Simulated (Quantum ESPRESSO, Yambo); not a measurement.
An input for Yambo 5.3.0 (Diamond (Fd-3m, 2 atoms a cell)):

```
HF_and_locXC
gw0
dyson
ppa
em1d
rim_cut
RandQpts= 1000000
RandGvec= 1 RL
EXXRLvcs= 74 Ry
VXCRLvcs= 296 Ry
Chimod= "HARTREE"
% BndsRnXp
 1 | 51 |
%
NGsBlkXp= 113 RL
% LongDrXp
 1 | 1 | 1 |
%
% GbndRnge
 1 | 51 |
%
DysSolver= "n"
ExtendOut
PPAPntXp= 27.21138 eV
% QPkrange
 1 | 1 | 3 | 6 |
 10 | 10 | 3 | 6 |
%
```

```sh
OMP_NUM_THREADS=1 mpirun -n 4 yambo -F gw2.in -J gw2 -C gw2 > gw2.log
```

The stored states that it reads are on a 6×6×6 mesh. It takes space group Fd-3m (No. 227, cubic). The conventional cell has a = 3.531 Å, b = 3.531 Å, c = 3.531 Å, α = 90.00°, β = 90.00°, γ = 90.00°. C has 4 C at 1.53 Å nearest.

How long will it take on 4 MPI ranks of Arm Neoverse V1, shared host, and how much memory?

It took 24 s; on shared hardware allow 12 s to 48 s. Peak host memory was 1.1 GiB.

The screening grows as filled bands × empty bands × pairs of k points, times the square of the screening basis for the matrix.

[Paths, hosts, dates, memory and timing lines, banners, echoed tables and standing remarks are left out of the program output.]

[Logs are printed without paths, hosts, clocks, repeated set-up lines and the standing remarks that a program may print on its own settings, such as how far it seeks lower states.]

[Runs of the session that timed out or met a known fault of the program may be left out.]

[Hosts, paths, dates, database ids (printed as entryN), source tags and the programs' standing remarks are cut or masked in the printed files.]
